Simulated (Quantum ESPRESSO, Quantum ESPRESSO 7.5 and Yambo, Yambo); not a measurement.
# Excitons of CdF2 (Fm-3m) on ever denser meshes

Aim: follow the lowest exciton of CdF2 (Fm-3m) as the mesh is refined.

Program: Quantum ESPRESSO 7.5 and Yambo 5.3.0. Level of theory: PBE and many-body steps on it, plane waves. Results are calculated unless marked as measured.

Most raw output is cut from this account.

### Step 1. Set-up

It takes space group Fm-3m (No. 225, cubic). The conventional cell has a = 5.388 Å, b = 5.388 Å, c = 5.388 Å, α = 90.00°, β = 90.00°, γ = 90.00°. Nearest to Cd lie 8 F at 2.33 Å. Nearest to F lie 4 Cd at 2.33 Å. Farther neighbours and most contacts between anions are not listed.

Structure file:

```cif
data_structure
_symmetry_space_group_name_H-M 'P 1'
_symmetry_Int_Tables_number 1
_cell_length_a 3.8099
_cell_length_b 3.8099
_cell_length_c 3.8099
_cell_angle_alpha 60.000
_cell_angle_beta 60.000
_cell_angle_gamma 60.000
_cell_volume 39.10
loop_
_atom_site_label
_atom_site_type_symbol
_atom_site_fract_x
_atom_site_fract_y
_atom_site_fract_z
_atom_site_occupancy
Cd1 Cd 0.00000 0.00000 0.00000 1
F2 F 0.25000 0.25000 0.25000 1
F3 F 0.75000 0.75000 0.75000 1
```

The cell and positions come from the Crystallography Open Database and are kept as given unless a step says otherwise.

### Step 2. Empty states on the mesh, 4×4×4 mesh, 105 bands

This step: Quantum ESPRESSO 7.5; DFT, PBE, plane waves, norm-conserving pseudopotentials.

The sums over transitions need many empty states on a uniform mesh; this step solves for them.

pw.in

```
&control
  calculation = 'nscf'
  prefix = 'x'
  outdir = 'o'
  pseudo_dir = 'pseudo'
/
&system
  ibrav = 0
  nat = 3
  ntyp = 2
  ecutwfc = 94.0
  nbnd = 105
  force_symmorphic = .true.
/
&electrons
  conv_thr = 1e-9
  electron_maxstep = 80
  diago_full_acc = .true.
  diago_thr_init = 5e-6
/
ATOMIC_SPECIES
  Cd 112.41 Cd.upf
  F 18.998 F.upf
CELL_PARAMETERS angstrom
  0.0000000000 2.6940000000 2.6940000000
  2.6940000000 -0.0000000000 2.6940000000
  2.6940000000 2.6940000000 -0.0000000000
ATOMIC_POSITIONS crystal
  Cd 0.0000000000 0.0000000000 0.0000000000
  F 0.2500000000 0.2500000000 0.2500000000
  F 0.7500000000 0.7500000000 0.7500000000
K_POINTS automatic
  4 4 4 0 0 0
```

Started as:

```
$ OMP_NUM_THREADS=1 mpirun -n 4 pw.x -nk 4 -in pw.in > pw.out
```

Run time: 7.5 s. Hardware: 4 MPI ranks of Arm Neoverse V2, shared host; peak memory 0.35 GiB.

Numbers from this step:

* gap: 3.124 eV
* k of the valence top: 0.25, -0.5, -0.25
* k of the conduction bottom: 0, 0, 0
* least direct gap: 3.619 eV
* k points computed: 8
* lowest point of the top converged band, above the valence top: 93.6212 eV

On this mesh the gap is 3.124 eV.

The density comes from a self-consistent run that is not shown.

### Step 3. Conversion and set-up

This step: Yambo 5.3.0; conversion and set-up on PBE, plane waves, norm-conserving pseudopotentials.

The states are converted to the many-body program's format and the q mesh is built.

Started as:

```
$ (cd o/x.save; p2y > p2y.log; mv SAVE ../..); yambo > setup.log
```

Wall time 2.2 s (1 MPI rank); peak memory 0.25 GiB.

### Step 4. Screening and self-energy, 4×4×4 mesh, 105 bands, screening to 163.3 eV

Now the one-shot GW correction: screening in the RPA, then the self-energy of the levels asked for.

This step: G0W0 on PBE, plane waves, norm-conserving pseudopotentials.

gw1.in

```
HF_and_locXC
gw0
dyson
ppa
em1d
rim_cut
RandQpts= 1000000
RandGvec= 1 RL
EXXRLvcs= 94 Ry
VXCRLvcs= 376 Ry
Chimod= "HARTREE"
% BndsRnXp
 1 | 105 |
%
NGsBlkXp= 12 Ry
% LongDrXp
 1 | 1 | 1 |
%
% GbndRnge
 1 | 105 |
%
DysSolver= "n"
ExtendOut
PPAPntXp= 27.21138 eV
% QPkrange
 8 | 8 | 16 | 19 |
 1 | 1 | 16 | 19 |
%
```

Started as:

```
$ OMP_NUM_THREADS=1 mpirun -n 4 yambo -F gw1.in -J gw1 -C gw1 > gw1.log
```

Elapsed: 62 s, on 4 MPI ranks; peak memory 1.7 GiB.

This step gave:

- G0W0 gap on the points computed: 5.313 eV
- starting gap on the mesh: 3.124 eV
- k of the valence top: 0.25, -0.5, -0.25
- k of the conduction bottom: 0, 0, 0
- least direct G0W0 gap on the computed points: 6.069 eV

The gap on the mesh goes from 3.12 eV to 5.31 eV, a correction of +2.19 eV.

The gap opens by 2.189 eV; the next steps shift the empty bands rigidly by 2.450 eV, the correction at the start's least direct gap. The exciton steps add spin-orbit coupling, which this shift does not hold.

### Step 5. Empty states on the mesh, 4×4×4 mesh, 52 bands

This step: Quantum ESPRESSO 7.5; DFT, PBE with spin-orbit coupling, plane waves, norm-conserving pseudopotentials.

Changes to pw.in since step 2:

```diff
@@ -11,4 +11,6 @@
   ecutwfc = 94.0
-  nbnd = 105
+  nbnd = 52
   force_symmorphic = .true.
+  noncolin = .true.
+  lspinorb = .true.
 /
```

Started as:

```
$ OMP_NUM_THREADS=1 mpirun -n 4 pw.x -nk 4 -in pw.in > pw.out
```

It took 6 s on 4 MPI ranks; peak memory 0.39 GiB.

This step gave:

```
gap                                                           : 3.120 eV
k of the valence top                                          : 0.25, -0.5, -0.25
k of the conduction bottom                                    : 0, 0, 0
least direct gap                                              : 3.535 eV
k points computed                                             : 8
lowest point of the top converged band, above the valence top : 22.43 eV
```

On this mesh the gap is 3.120 eV.

The density comes from a self-consistent run that is not shown, made with spin-orbit coupling and fully relativistic files.

### Step 6. Conversion and set-up

This step: Yambo 5.3.0; conversion and set-up on PBE with spin-orbit coupling, plane waves, norm-conserving pseudopotentials.

Started as:

```
$ (cd o/x.save; p2y > p2y.log; mv SAVE ../..); yambo > setup.log
```

Run time: 2.6 s. Hardware: 1 MPI rank; peak memory 0.25 GiB.

### Step 7. Excitons

Optical absorption needs the electron-hole interaction, solved here in a basis of vertical transitions on the mesh.

This step: Bethe-Salpeter equation on PBE with a scissors shift with spin-orbit coupling, plane waves, norm-conserving pseudopotentials.

bse3.in

```
optics
bss
bse
em1s
dipoles
rim_cut
RandQpts= 1000000
RandGvec= 1 RL
Chimod= "HARTREE"
BSKmod= "SEX"
BSEmod= "resonant"
BSSmod= "d"
BSENGexx= 20 Ry
BSENGBlk= 4 Ry
% BSEQptR
 1 | 1 |
%
% BSEBands
 23 | 36 |
%
% BEnRange
 0 | 8 | eV
%
% BDmRange
 0.1 | 0.1 | eV
%
BEnSteps= 161
% BLongDir
 1 | 0 | 0 |
%
% BndsRnXs
 9 | 52 |
%
NGsBlkXs= 4 Ry
% LongDrXs
 1 | 1 | 1 |
%
% KfnQP_E
 2.45 | 1.0 | 1.0 |
%
WRbsWF
FFTGvecs= 42 Ry
```

Started as:

```
$ OMP_NUM_THREADS=2 mpirun -n 2 yambo -F bse3.in -J bse3 -C bse3 > bse3.log
```

Wall time 19 s (2 MPI ranks); peak memory 0.66 GiB; 50 s of CPU time.

This step gave:

- transitions in the window: 1536
- direct gap of the transition levels: 5.985 eV
- lowest state: 4.830 eV
- first strong exciton (over a fiftieth of the strongest listed): 5.404 eV
- binding of the lowest state below the direct gap: 1.155 eV
- Coulomb term of one mesh cell: 1.187 eV

The binding is 0.97 times the screened Coulomb term of one mesh cell (1.19 eV), so it is not shown settled.

The lowest state lies at 4.830 eV, 1.155 eV under the direct gap.

Lines within 3 meV are set at the lowest of them, and the highest group, which the list may cut short, is left out. Lines of the exciton spectrum (strongest = 100):

```csv
position (eV),lines merged,"strength, relative"
4.830,1,0.0
4.838,3,0.0
4.943,5,0.0
4.963,3,0.0
5.384,5,0.0
5.404,3,100
5.464,1,0.0
```

The ε₂ has structure finer than the step of the table below, so its rows give means over 0.25 eV, whole bins alone (the curve runs from 0 to 8 eV). Peaks (eV: height): BSE 5.450: 4.50, 6.650: 5.61, 7.600: 2.66; no electron-hole interaction 6.550: 1.76.

Field along x; broadening 0.1 eV; transition window only. Limits: finite bands, cutoff and mesh; d shell near the gap, gap tends to lie low; coarse k mesh; exciton not shown settled in the k mesh. Table of ε₂ by photon energy; means over each step:

```csv
photon energy (eV),BSE,no electron-hole interaction
0.25,0.00515,0.00296
0.50,0.00558,0.00315
0.75,0.00607,0.00335
1.00,0.00663,0.00357
1.25,0.00728,0.00382
1.50,0.00804,0.00409
1.75,0.00892,0.00440
2.00,0.00998,0.00475
2.25,0.0112,0.00514
2.50,0.0128,0.00559
2.75,0.0147,0.00610
3.00,0.0171,0.00670
3.25,0.0203,0.00739
3.50,0.0245,0.00822
3.75,0.0305,0.00921
4.00,0.0393,0.0104
4.25,0.0534,0.0119
4.50,0.0788,0.0139
4.75,0.134,0.0164
5.00,0.305,0.0200
5.25,1.49,0.0252
5.50,3.28,0.0338
5.75,0.713,0.0500
6.00,0.347,0.0907
6.25,0.529,0.277
6.50,2.62,1.30
6.75,3.23,0.582
7.00,1.14,0.172
7.25,0.902,0.155
7.50,1.93,0.271
7.75,1.31,1.05
```

### Step 8. Empty states on the mesh, 6×6×6 mesh, 52 bands

This step: Quantum ESPRESSO 7.5; DFT, PBE with spin-orbit coupling, plane waves, norm-conserving pseudopotentials.

Changes to pw.in since step 5:

```diff
@@ -34,2 +34,2 @@
 K_POINTS automatic
-  4 4 4 0 0 0
+  6 6 6 0 0 0
```

Started as:

```
$ OMP_NUM_THREADS=1 mpirun -n 4 pw.x -nk 4 -in pw.in > pw.out
```

Elapsed: 11 s, on 4 MPI ranks; peak memory 0.39 GiB.

This step gave:

```
gap                                                           : 3.139 eV
k of the valence top                                          : 0.1667, -0.5, -0.3333
k of the conduction bottom                                    : 0, 0, 0
least direct gap                                              : 3.535 eV
k points computed                                             : 16
lowest point of the top converged band, above the valence top : 22.48 eV
```

On this mesh the gap is 3.139 eV.

### Step 9. Conversion and set-up

This step: Yambo 5.3.0; conversion and set-up on PBE with spin-orbit coupling, plane waves, norm-conserving pseudopotentials.

Started as:

```
$ (cd o/x.save; p2y > p2y.log; mv SAVE ../..); yambo > setup.log
```

It took 3 s on 1 MPI rank; peak memory 0.25 GiB.

### Step 10. k mesh (6×6×6)

This step: Bethe-Salpeter equation on PBE with a scissors shift with spin-orbit coupling, plane waves, norm-conserving pseudopotentials.

bse5.in, as its differences from bse3.in of step 7:

```diff
@@ -18,3 +18,3 @@
 % BSEBands
- 23 | 36 |
+ 29 | 36 |
 %
```

Started as:

```
$ OMP_NUM_THREADS=2 mpirun -n 2 yambo -F bse5.in -J bse5 -C bse5 > bse5.log
```

It took 76 s on 2 MPI ranks; peak memory 0.83 GiB; 3.6 min of CPU time.

This step gave:

```
transitions in the window                                      : 2592
direct gap of the transition levels                            : 5.985 eV
lowest state                                                   : 5.167 eV
first strong exciton (over a fiftieth of the strongest listed) : 5.298 eV
binding of the lowest state below the direct gap               : 0.8174 eV
Coulomb term of one mesh cell                                  : 0.7953 eV
```

The binding is 1.0 times the screened Coulomb term of one mesh cell (0.80 eV), so it is not shown settled.

The lowest state lies at 5.167 eV, 0.817 eV under the direct gap.

The window of bands is narrower than in the first exciton run, so this row is not like for like with it.

### Step 11. Empty states on the mesh, 8×8×8 mesh, 52 bands

This step: Quantum ESPRESSO 7.5; DFT, PBE with spin-orbit coupling, plane waves, norm-conserving pseudopotentials.

Changes to pw.in since step 8:

```diff
@@ -34,2 +34,2 @@
 K_POINTS automatic
-  6 6 6 0 0 0
+  8 8 8 0 0 0
```

Started as:

```
$ OMP_NUM_THREADS=1 mpirun -n 4 pw.x -nk 4 -in pw.in > pw.out
```

Elapsed: 20 s, on 4 MPI ranks; peak memory 0.39 GiB; 81 s of CPU time.

This step gave:

```
gap                                                           : 3.120 eV
k of the valence top                                          : 0.25, -0.5, -0.25
k of the conduction bottom                                    : 0, 0, 0
least direct gap                                              : 3.535 eV
k points computed                                             : 29
lowest point of the top converged band, above the valence top : 22.27 eV
```

On this mesh the gap is 3.120 eV.

### Step 12. Conversion and set-up

This step: Yambo 5.3.0; conversion and set-up on PBE with spin-orbit coupling, plane waves, norm-conserving pseudopotentials.

Started as:

```
$ (cd o/x.save; p2y > p2y.log; mv SAVE ../..); yambo > setup.log
```

The job ended after 3.6 s (1 MPI rank; peak memory 0.25 GiB).

### Step 13. k mesh (8×8×8)

This step: Bethe-Salpeter equation on PBE with a scissors shift with spin-orbit coupling, plane waves, norm-conserving pseudopotentials.

bse7.in is the same as bse5.in of step 10.

Started as:

```
$ OMP_NUM_THREADS=2 mpirun -n 2 yambo -F bse7.in -J bse7 -C bse7 > bse7.log
```

Wall time 11 min (2 MPI ranks); peak memory 2 GiB; 28 min of CPU time.

This step gave:

```
transitions in the window                                      : 6144
direct gap of the transition levels                            : 5.985 eV
lowest state                                                   : 5.267 eV
first strong exciton (over a fiftieth of the strongest listed) : 5.390 eV
binding of the lowest state below the direct gap               : 0.7177 eV
Coulomb term of one mesh cell                                  : 0.5951 eV
```

The binding is 1.2 times the screened Coulomb term of one mesh cell (0.60 eV), so it is not shown settled.

The lowest state lies at 5.267 eV, 0.718 eV under the direct gap.

The window of bands is narrower than in the first exciton run, so this row is not like for like with it.

### Step 14. Spectrum in a wider window

bse8.in

```
optics
bss
bse
em1s
dipoles
rim_cut
RandQpts= 1000000
RandGvec= 1 RL
Chimod= "HARTREE"
BSKmod= "SEX"
BSEmod= "resonant"
BSSmod= "h"
BSENGexx= 20 Ry
BSENGBlk= 4 Ry
% BSEQptR
 1 | 1 |
%
% BSEBands
 29 | 38 |
%
% BEnRange
 0 | 11 | eV
%
% BDmRange
 0.1 | 0.1 | eV
%
BEnSteps= 111
% BLongDir
 1 | 0 | 0 |
%
% BndsRnXs
 9 | 52 |
%
NGsBlkXs= 4 Ry
% LongDrXs
 1 | 1 | 1 |
%
% KfnQP_E
 2.45 | 1.0 | 1.0 |
%
BSHayTrs= -0.02
FFTGvecs= 42 Ry
```

Started as:

```
$ OMP_NUM_THREADS=2 mpirun -n 2 yambo -F bse8.in -J bse8,bse7_W -C bse8 > bse8.log
```

Wall time 2.1 min (2 MPI ranks); peak memory 1.9 GiB.

This step gave:

| Quantity | Value |
| --- | --- |
| transitions in the window | 12288 |
| direct gap of the transition levels | 5.985 eV |

### Step 15. The runs together

Times are wall times on 2 MPI ranks of Arm Neoverse V2, shared host, good to a factor of about two.

```csv
run,mesh,transitions,broadening (eV),direct gap (eV),lowest state (eV),binding (eV),mesh cell's term (eV),tallest peak (eV),height,time
excitons,4×4×4,1536,0.1,5.985,4.830,1.155,1.187,6.65,5.61,19 s
k mesh (6×6×6),6×6×6,2592,0.1,5.985,5.167,0.817,0.795,6.15,3.19,76 s
k mesh (8×8×8),8×8×8,6144,0.1,5.985,5.267,0.718,0.595,6.75,2.10,11 min
spectrum in a wider window,8×8×8,12288,0.1,5.985,-,-,-,6.70,2.51,2.1 min
```

### Step 16. What came out

```yaml
excitons: lowest state 4.830 eV (not settled in the k mesh)
k_mesh_6x6x6: lowest state 5.167 eV (not settled in the k mesh)
k_mesh_8x8x8: lowest state 5.267 eV (not settled in the k mesh)
spectrum_in_a_wider_window: tallest peak 6.7 eV
```

**Reading.** On the 4×4×4 mesh the lowest exciton lies at 4.830 eV, 1.155 eV below the direct gap; one cell of the mesh carries a screened Coulomb term of 1.19 eV, so this binding is not shown settled. That state is dark or weak; the first strong one lies at 5.404 eV. Bindings below are those of the lowest state. Between the two densest meshes the binding falls by 0.50 of the fall in the mesh cell's term (the screened Coulomb energy of a charge repeated on the supercell that the mesh stands for). The binding is still 1.2 times that term, so the mesh does not resolve the exciton and no limit can be drawn. k mesh (6×6×6), against «excitons (4×4×4)»: the lowest state moves by +0.337 eV (keys changed: BSEBands, the mesh and the band window). k mesh (8×8×8), against «k mesh (6×6×6)»: the lowest state moves by +0.100 eV. Spectrum in a wider window, against «k mesh (8×8×8)»: the tallest peak goes from 6.75 eV to 6.70 eV (keys changed: BSEBands, BSSmod, BEnRange, BSHayTrs, BEnSteps and the band window). Lines within a few meV of each other can be one level split by numerical noise, or distinct levels. Screening is static and electronic alone, and only transitions inside the band window count. The 4×4×4 mesh is coarse for this cell, which bears on the long-range parts of exchange and screening. A d shell, filled or nearly so, lies near the gap. One-shot GW converges very slowly in bands there, not always from below, and on a semilocal start the gap tends to come out low; starts rich in exact exchange can overshoot instead.

[Paths, hosts, dates, memory and timing lines, banners, echoed tables and standing remarks are left out of the program output.]

[Logs are printed without paths, hosts, clocks, repeated set-up lines and the standing remarks that a program may print on its own settings, such as how far it seeks lower states.]

[Runs of the session that timed out or met a known fault of the program may be left out.]

[Hosts, paths, dates, database ids (printed as entryN), source tags and the programs' standing remarks are cut or masked in the printed files.]
